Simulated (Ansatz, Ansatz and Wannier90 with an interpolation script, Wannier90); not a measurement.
Rows from a G0W0 calculation on Diamond (Fd-3m, 2 atoms a cell) (Ansatz 0.2.0; G0W0 on LDA, plane waves, PAW; 12×12×12 mesh, 52 empty bands, screening to 160 eV), in eV. Spin-orbit coupling is left out.

```csv
row,k,band,start,Σx,Σc at the solution,Vxc
A,Γ,c1,18.602,-10.334,-5.074,-16.698
B,"(0.000, 0.417, 0.417)",v1,7.010,-21.116,3.519,-16.749
C,"(0.000, 0.417, 0.417)",c3,28.882,-8.401,-8.731,-18.800
D,"(0.000, 0.417, 0.417)",c1,17.247,-9.473,-4.880,-15.174
E,"(0.000, 0.417, 0.417)",c2,18.897,-8.438,-5.221,-14.492
F,Γ,v1,13.062,-20.029,1.596,-17.998
```

Work out each quasiparticle level and how far it moved.

The quasiparticle equation reads E = start + Σx + Σc(E) − Vxc.

```csv
row,E (eV),shift (eV)
A,19.891,+1.290
B,6.162,−0.848
C,30.550,+1.668
D,18.069,+0.821
E,19.731,+0.834
F,12.627,−0.435
```

Limits: not at the basis limit.

[Paths, hosts, dates, memory and timing lines, banners, echoed tables and standing remarks are left out of the program output.]

[Logs are printed without paths, hosts, clocks, repeated set-up lines and the standing remarks that a program may print on its own settings, such as how far it seeks lower states.]

[Runs of the session that timed out or met a known fault of the program may be left out.]

[Hosts, paths, dates, database ids (printed as entryN), source tags and the programs' standing remarks are cut or masked in the printed files.]
